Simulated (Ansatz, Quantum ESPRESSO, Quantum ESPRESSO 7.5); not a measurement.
**Ni(100), 7 layers: vacuum level and surface dipole**

How much energy does it take to lift an electron out of Ni(100), 7 layers, and how far do the settings matter?

Calculated with Quantum ESPRESSO 7.5; plane-wave DFT, PBE, GBRV ultrasoft pseudopotentials (cross-check by Ansatz 0.2.0 with PAW datasets).

Experimental background.

For Ni (clean (100) face), “Anisotropic work function of elemental crystals” (2019, arxiv:1902.07811) quotes earlier work: work function (clean (100) face) 5.17 eV.

## 1. The structure

The cell holds 7 atoms: 7 Ni. Its edges and angles: a = 2.489 Å, b = 2.489 Å, c = 26.560 Å, α = 90.0°, β = 90.0°, γ = 90.0°. It derives from Ni. Vacuum lies along c.

## 2. Relaxing the ions

BFGS moves the free atoms until their forces fall under forc_conv_thr; those flagged 0 0 0 are held.

File relax.in:

```
&control
  prefix = 'relax'
  outdir = './out'
  pseudo_dir = './pseudo'
  nstep = 40
  forc_conv_thr = 0.001
  calculation = 'relax'
/
&system
  ibrav = 0
  nat = 7
  ntyp = 1
  ecutwfc = 40
  ecutrho = 200
  occupations = 'smearing'
  smearing = 'mv'
  degauss = 0.02
  nspin = 2
  starting_magnetization(1) = 0.12
/
&electrons
  conv_thr = 1e-07
  mixing_beta = 0.4
  electron_maxstep = 120
  mixing_mode = 'local-TF'
/
&ions
/
ATOMIC_SPECIES
  Ni  58.6934  ni_pbe_v1.4.uspp.F.UPF
CELL_PARAMETERS angstrom
  2.48901586977665 0.00000000000000 0.00000000000000
  0.00000000000000 2.48901586977665 0.00000000000000
  0.00000000000000 0.00000000000000 26.56000000000000
ATOMIC_POSITIONS crystal
  Ni  0.000000000000 0.000000000000 0.301204819277
  Ni  0.500000000000 0.500000000000 0.367469879518
  Ni  0.000000000000 0.000000000000 0.433734939759 0 0 0
  Ni  0.500000000000 0.500000000000 0.500000000000 0 0 0
  Ni  0.000000000000 0.000000000000 0.566265060241 0 0 0
  Ni  0.500000000000 0.500000000000 0.632530120482
  Ni  0.000000000000 0.000000000000 0.698795180723
K_POINTS automatic
  12 12 1 0 0 0
```

The run is started by

```console
$ OMP_NUM_THREADS=1 mpirun -n 4 pw.x -nk 4 -in relax.in > relax.out
```

The program printed:

```text
Program PWSCF v.7.5 starts
[citation notice left out]

     Parallel version (MPI & OpenMP), running on       4 processor cores
     Number of MPI processes:                 4
     Threads/MPI process:                     1

     MPI processes distributed on     1 nodes
[...]
Current dimensions of program PWSCF are:
     Max number of different atomic species (ntypx) = 10
     Max number of k-points (npk) =  40000
     Max angular momentum in pseudopotentials (lmaxx) =  4
     Message from routine setup:
     using ibrav=0 with symmetry is DISCOURAGED, use correct ibrav instead

     K-points division:     npool     =       4
     Subspace diagonalization in iterative solution of the eigenvalue problem:
     a serial algorithm will be used

     G-vector sticks info
     --------------------
     sticks:   dense  smooth     PW     G-vecs:    dense   smooth      PW
     Sum         349     285     97                53125    38079    7293

     Using Slab Decomposition

     bravais-lattice index     =            0
     lattice parameter (alat)  =       4.7036  a.u.
     unit-cell volume          =    1110.4014 (a.u.)^3
     number of atoms/cell      =            7
     number of atomic types    =            1
     number of electrons       =       126.00
     number of Kohn-Sham states=           76
     kinetic-energy cutoff     =      40.0000  Ry
     charge density cutoff     =     200.0000  Ry
     scf convergence threshold =      1.0E-07
     mixing beta               =       0.4000
     number of iterations used =            8  local-TF  mixing
     energy convergence thresh.=      1.0E-04
     force convergence thresh. =      1.0E-03
     Exchange-correlation=  SLA  PW   PBX  PBC
                           (   1   4   3   4   0   0   0)
     nstep                     =           40

     celldm(1)=   4.703558  celldm(2)=   0.000000  celldm(3)=   0.000000
     celldm(4)=   0.000000  celldm(5)=   0.000000  celldm(6)=   0.000000

     crystal axes: (cart. coord. in units of alat)
               a(1) = (   1.000000   0.000000   0.000000 )
               a(2) = (   0.000000   1.000000   0.000000 )
               a(3) = (   0.000000   0.000000  10.670884 )

     reciprocal axes: (cart. coord. in units 2 pi/alat)
               b(1) = (  1.000000  0.000000  0.000000 )
               b(2) = (  0.000000  1.000000  0.000000 )
               b(3) = (  0.000000  0.000000  0.093713 )

     PseudoPot. # 1 for Ni read from file:
     ./pseudo/ni_pbe_v1.4.uspp.F.UPF
     Pseudo is Ultrasoft + core correction, Zval = 18.0
     Generated by new atomic code, or converted to UPF format
     Using radial grid of  865 points,  6 beta functions with:
                l(1) =   0
                l(2) =   0
                l(3) =   1
                l(4) =   1
                l(5) =   2
                l(6) =   2
     Q(r) pseudized with 10 coefficients,  rinner =    0.980   0.980   0.980
                                                       0.980   0.980

     atomic species   valence    mass     pseudopotential
     Ni               18.00    58.69340     Ni( 1.00)

     Starting magnetic structure
     atomic species   magnetization
     Ni              0.120

     16 Sym. Ops., with inversion, found

   Cartesian axes

     site n.     atom                  positions (alat units)
         1        Ni     tau(   1) = (   0.0000000   0.0000000   3.2141217  )
         2        Ni     tau(   2) = (   0.5000000   0.5000000   3.9212285  )
         3        Ni     tau(   3) = (   0.0000000   0.0000000   4.6283353  )
         4        Ni     tau(   4) = (   0.5000000   0.5000000   5.3354421  )
         5        Ni     tau(   5) = (   0.0000000   0.0000000   6.0425489  )
         6        Ni     tau(   6) = (   0.5000000   0.5000000   6.7496556  )
         7        Ni     tau(   7) = (   0.0000000   0.0000000   7.4567624  )

     number of k points=    28  Marzari-Vanderbilt smearing, width (Ry)=  0.0200
                       cart. coord. in units 2pi/alat
        k(    1) = (   0.0000000   0.0000000   0.0000000), wk =   0.0069444
        k(    2) = (   0.0000000   0.0833333   0.0000000), wk =   0.0277778
        k(    3) = (   0.0000000   0.1666667   0.0000000), wk =   0.0277778
        k(    4) = (   0.0000000   0.2500000   0.0000000), wk =   0.0277778
        k(    5) = (   0.0000000   0.3333333   0.0000000), wk =   0.0277778
        k(    6) = (   0.0000000   0.4166667   0.0000000), wk =   0.0277778
        k(    7) = (   0.0000000  -0.5000000   0.0000000), wk =   0.0138889
        k(    8) = (   0.0833333   0.0833333   0.0000000), wk =   0.0277778
        k(    9) = (   0.0833333   0.1666667   0.0000000), wk =   0.0555556
        k(   10) = (   0.0833333   0.2500000   0.0000000), wk =   0.0555556
[...]
k(   28) = (  -0.5000000  -0.5000000   0.0000000), wk =   0.0069444

     Dense  grid:    53125 G-vectors     FFT dimensions: (  24,  24, 225)

     Smooth grid:    38079 G-vectors     FFT dimensions: (  20,  20, 216)

     Estimated max dynamical RAM per process >     187.22 MB

     Estimated total dynamical RAM >     671.05 MB

     Check: negative core charge=   -0.000017
     Generating pointlists ...
     new r_m :   0.4125 (alat units)  1.9402 (a.u.) for type    1

     Initial potential from superposition of free atoms

     starting charge     112.0000, renormalised to     126.0000

     negative rho (up, down):  1.518E-03 1.192E-03
     Starting wfcs are   91 randomized atomic wfcs

     total cpu time spent up to now is        3.7 secs

     per-process dynamical memory:   129.9 Mb

     Self-consistent Calculation

     iteration #  1     ecut=    40.00 Ry     beta= 0.40
     Davidson diagonalization with overlap
     ethr =  1.00E-02,  avg # of iterations =  9.9

     negative rho (up, down):  2.600E-01 2.800E-01

     total cpu time spent up to now is       25.8 secs

     total energy              =   -2327.74343769 Ry
     estimated scf accuracy    <    2278.49844464 Ry

     total magnetization       =     1.66 Bohr mag/cell
     absolute magnetization    =     1.72 Bohr mag/cell

     iteration #  2     ecut=    40.00 Ry     beta= 0.40
[...]
negative rho (up, down):  1.205E-01 1.305E-01

[...]
total energy              =   -2401.90186955 Ry
     estimated scf accuracy    <      28.34684765 Ry

     total magnetization       =     7.99 Bohr mag/cell
     absolute magnetization    =     8.50 Bohr mag/cell

     iteration #  3     ecut=    40.00 Ry     beta= 0.40
[...]
convergence has been achieved in  25 iterations

     negative rho (up, down):  3.246E-04 3.962E-04

     Forces acting on atoms (cartesian axes, Ry/au):

     atom    1 type  1   force =     0.00000000    0.00000000    0.01444737
     atom    2 type  1   force =     0.00000000    0.00000000   -0.01483255
     atom    3 type  1   force =     0.00000000    0.00000000    0.00136588
     atom    4 type  1   force =     0.00000000    0.00000000    0.00000000
     atom    5 type  1   force =     0.00000000    0.00000000   -0.00136588
     atom    6 type  1   force =     0.00000000    0.00000000    0.01483255
     atom    7 type  1   force =     0.00000000    0.00000000   -0.01444737

     Total force =     0.029282     Total SCF correction =     0.001408

     BFGS Geometry Optimization
     Energy error            =      8.6E-04 Ry
     Gradient error          =      1.5E-02 Ry/Bohr

     number of scf cycles    =   1
     number of bfgs steps    =   0

     energy             new  =   -2402.8139640910 Ry

     new trust radius        =       0.0148325488 bohr
     new conv_thr            =       0.0000001000 Ry

ATOMIC_POSITIONS (crystal)
Ni               0.0000000000        0.0000000000        0.3014926665
Ni               0.5000000000        0.5000000000        0.3671743582
Ni               0.0000000000        0.0000000000        0.4337349398    0   0   0
Ni               0.5000000000        0.5000000000        0.5000000000    0   0   0
Ni               0.0000000000        0.0000000000        0.5662650602    0   0   0
Ni               0.5000000000        0.5000000000        0.6328256418
Ni               0.0000000000        0.0000000000        0.6985073335

[...]
NEW-OLD atomic charge density approx. for the potential

     Check: negative core charge=   -0.000017

     negative rho (up, down):  3.690E-04 3.529E-04
     Generating pointlists ...

     total cpu time spent up to now is      245.1 secs

     per-process dynamical memory:   136.0 Mb

     Self-consistent Calculation

     iteration #  1     ecut=    40.00 Ry     beta= 0.40
     Davidson diagonalization with overlap
     ethr =  1.00E-06,  avg # of iterations =  7.0

     negative rho (up, down):  3.014E-04 3.372E-04

     total cpu time spent up to now is      263.0 secs

     total energy              =   -2402.79609067 Ry
     estimated scf accuracy    <       0.44437186 Ry

     total magnetization       =     4.93 Bohr mag/cell
     absolute magnetization    =     5.68 Bohr mag/cell

[...]
iteration # 16     ecut=    40.00 Ry     beta= 0.40
[...]
negative rho (up, down):  3.256E-04 4.019E-04

     Magnetic moment per site  (integrated on atomic sphere of radius R)
     atom   1 (R=0.413)  charge= 16.6004  magn=  0.8149
     atom   2 (R=0.413)  charge= 16.6971  magn=  0.7384
     atom   3 (R=0.413)  charge= 16.6994  magn=  0.7263
     atom   4 (R=0.413)  charge= 16.7023  magn=  0.7130
     atom   5 (R=0.413)  charge= 16.6994  magn=  0.7263
     atom   6 (R=0.413)  charge= 16.6971  magn=  0.7384
     atom   7 (R=0.413)  charge= 16.6004  magn=  0.8149

[...]
End of self-consistent calculation

 ------ SPIN UP ------------

          k = 0.0000 0.0000 0.0000 (  4777 PWs)   bands (ev):

   -98.1213 -98.1208 -98.0941 -98.0814 -98.0643 -97.7681 -97.7681 -58.5673
   -58.5501 -58.4941 -58.4435 -58.4417 -58.4417 -58.4372 -58.4372 -58.4148
   -58.4148 -58.3862 -58.3862 -58.3828 -58.3650 -58.3650 -58.1574 -58.1574
   -58.1573 -58.1573 -58.0210 -58.0208  -3.1883  -2.5059  -1.4616  -0.2207
     0.7497   1.0628   1.1086   1.5094   1.7216   2.0340   2.4087   2.7714
     3.0292   3.1604   3.2663   3.2663   3.4683   3.4683   3.7958   3.8045
     3.8045   3.9578   4.1265   4.1708   4.2262   4.2262   4.2901   4.3662
     4.4497   4.5842   4.6480   4.6480   4.7644   4.9118   4.9499   4.9499
     5.0025   5.0404   5.1174   5.1174   5.2811   6.6691   7.6299  10.1086
    10.5592  11.3433  12.6540  14.0032

          k = 0.0000 0.0833 0.0000 (  4787 PWs)   bands (ev):

   -98.1203 -98.1199 -98.0931 -98.0808 -98.0641 -97.7674 -97.7674 -58.5643
   -58.5494 -58.4975 -58.4555 -58.4438 -58.4422 -58.4401 -58.4360 -58.4160
   -58.4139 -58.3998 -58.3862 -58.3774 -58.3720 -58.3655 -58.1647 -58.1646
   -58.1569 -58.1569 -58.0203 -58.0203  -3.0087  -2.3327  -1.2999  -0.0762
     0.8711   1.1663   1.2191   1.5678   1.7741   2.0768   2.4374   2.7840
     3.0330   3.2035   3.2551   3.2956   3.4347   3.4736   3.5423   3.7074
     3.7728   4.0403   4.0417   4.1363   4.1847   4.2972   4.3313   4.3393
     4.4042   4.5372   4.5426   4.5985   4.7972   4.7983   4.8218   4.8265
     4.9637   4.9652   5.0505   5.1200   5.7696   7.0768   8.0905  10.2788
    10.7394  11.5103  12.8257  14.1444

          k = 0.0000 0.1667 0.0000 (  4757 PWs)   bands (ev):

   -98.1175 -98.1172 -98.0901 -98.0793 -98.0637 -97.7654 -97.7654 -58.5561
   -58.5481 -58.5084 -58.4791 -58.4572 -58.4565 -58.4357 -58.4325 -58.4225
   -58.4188 -58.4113 -58.3883 -58.3858 -58.3774 -58.3670 -58.1844 -58.1844
   -58.1555 -58.1555 -58.0185 -58.0185  -2.4825  -1.8302  -0.8428   0.3063
     1.1677   1.4375   1.4958   1.7363   1.9382   2.2302   2.5490   2.8253
     2.9812   3.2798   3.2899   3.3607   3.3630   3.3758   3.4052   3.4803
     3.6848   3.7290   3.9501   4.0428   4.1542   4.2142   4.2560   4.2844
     4.3024   4.3547   4.4792   4.4988   4.5530   4.7204   4.7608   4.8789
     5.0001   5.0809   5.0823   5.2811   6.5313   7.9427   9.1119  10.7874
    11.2819  12.0054  13.3407  14.5439

          k = 0.0000 0.2500 0.0000 (  4725 PWs)   bands (ev):

   -98.1138 -98.1136 -98.0856 -98.0773 -98.0635 -97.7628 -97.7628 -58.5496
   -58.5456 -58.5270 -58.5079 -58.4788 -58.4765 -58.4401 -58.4327 -58.4294
   -58.4277 -58.4073 -58.4013 -58.3856 -58.3826 -58.3699 -58.2109 -58.2109
   -58.1536 -58.1536 -58.0162 -58.0162  -1.6521  -1.0595  -0.1952   0.7418
     1.4288   1.7466   1.7620   1.9901   2.2336   2.5804   2.8303   2.8841
     2.9174   3.1923   3.2578   3.3615   3.3646   3.3906   3.4254   3.4574
     3.4654   3.5742   3.7507   3.7564   3.7705   3.9912   4.1130   4.3437
     4.3801   4.4447   4.4469   4.5071   4.5847   4.7239   4.8389   4.9083
     4.9843   5.0413   5.0593   5.8710   7.3815   8.9798  10.3488  11.6236
    12.1872  12.7340  13.3114  13.9740

          k = 0.0000 0.3333 0.0000 (  4710 PWs)   bands (ev):

   -98.1100 -98.1099 -98.0805 -98.0753 -98.0640 -97.7601 -97.7601 -58.5576
   -58.5477 -58.5426 -58.5332 -58.4989 -58.4956 -58.4580 -58.4402 -58.4231
   -58.4225 -58.4082 -58.4018 -58.3903 -58.3855 -58.3741 -58.2370 -58.2370
   -58.1517 -58.1517 -58.0142 -58.0141  -0.6095  -0.1621   0.4193   0.9863
     1.4675   1.8568   1.9838   2.2785   2.5725   2.7733   2.9472   3.0793
     3.1173   3.2249   3.2877   3.3203   3.3492   3.3858   3.4016   3.4759
     3.4963   3.5630   3.5940   3.8464   3.8593   3.8649   3.9339   4.1961
     4.2759   4.5367   4.6583   4.7625   4.7671   4.8480   4.8721   4.9582
     4.9884   5.0417   5.1508   6.4948   8.1750   9.7342  10.9528  11.1411
    12.2320  12.6826  12.8331  13.3897

          k = 0.0000 0.4167 0.0000 (  4762 PWs)   bands (ev):

   -98.1073 -98.1073 -98.0758 -98.0740 -98.0653 -97.7581 -97.7581 -58.5702
   -58.5626 -58.5542 -58.5468 -58.5204 -58.4940 -58.4659 -58.4450 -58.4186
   -58.4186 -58.4124 -58.3977 -58.3950 -58.3859 -58.3801 -58.2560 -58.2560
   -58.1504 -58.1504 -58.0127 -58.0126   0.4472   0.5842   0.7801   1.0496
     1.3883   1.7930   1.9906   2.5956   2.7500   2.8340   3.0242   3.0761
     3.1398   3.1902   3.2099   3.3013   3.3098   3.3776   3.4145   3.5018
     3.5035   3.6630   3.7922   3.8133   3.8222   4.0695   4.2927   4.4333
     4.6061   4.6241   4.6583   4.8607   4.8753   4.9970   5.0065   5.0720
     5.3003   5.5098   5.5545   6.8742   7.9078   8.1738  10.4014  10.4051
    11.9974  12.1955  13.2871  13.6271

[...]
5.8666   5.8720   5.9847   6.0868   6.2395   7.36
[key lines of the parts left out:]
total energy              =   -2402.81471117 Ry
total magnetization       =     4.95 Bohr mag/cell
the Fermi energy is     5.7087 ev
```

The job ended after 26 min (4 MPI ranks of Arm Neoverse V1, shared host; peak memory 0.84 GiB; 1.7 h of CPU time).

The steps of the relaxation:

```csv
step,energy less that of the first step (eV),largest force (eV/Å)
1,0.0000,0.3814
2,-0.0102,0.2867
3,-0.0181,0.2071
4,-0.0235,0.0811
5,-0.0240,0.0471
6,-0.0242,0.0590
7,-0.0245,0.0594
8,-0.0249,0.0564
9,-0.0254,0.0428
10,-0.0257,0.0106
```

The atoms that moved most (Å):

```csv
atom,dx,dy,dz,length
Ni1,0.000,0.000,0.058,0.058
Ni7,0.000,0.000,-0.058,0.058
Ni6,0.000,0.000,0.012,0.012
Ni2,0.000,0.000,-0.012,0.012
```

The relaxation lowers the energy by 4 meV an atom. On the free atoms the largest force ends at 0.011 eV/Å.

This step gave:

| Property | Result |
| --- | --- |
| free energy | -32691.9751 eV |
| Fermi energy | 5.708 eV |
| magnetization | 4.95 μB |
| absolute magnetization | 5.69 μB |
| site moments | 0.8112, 0.7402, 0.7262, 0.715, 0.7262, 0.7402, 0.8112 μB |

The program's own clock; routines nest. Time by routine:

```csv
routine,wall time (s),calls
PWSCF,1543,1
electrons,1524,10
c_bands,1285,186
cegterg,1209,2604
h_psi,644.3,8252
fftw,465.4,1059898
vloc_psi,431.2,8252
sum_band,168.8,186
calbec,156,11416
h_psi:calbec,100.7,8252
add_vuspsi,100.3,8252
s_psi,99.73,8252
cdiaghg,47.97,8112
mix_rho,37.73,186
```

[end of part 1 of 7]

[Logs are printed without paths, hosts, clocks, repeated set-up lines and the standing remarks that a program may print on its own settings, such as how far it seeks lower states.]

[Hosts, paths, dates, database ids (printed as entryN), source tags and the programs' standing remarks are cut or masked in the printed files.]

[Maps of the electrostatic potential energy from Ansatz leave out the sawtooth potential of an applied field or a dipole correction, so their vacuum need not be flat; planar profiles and work functions include it.]
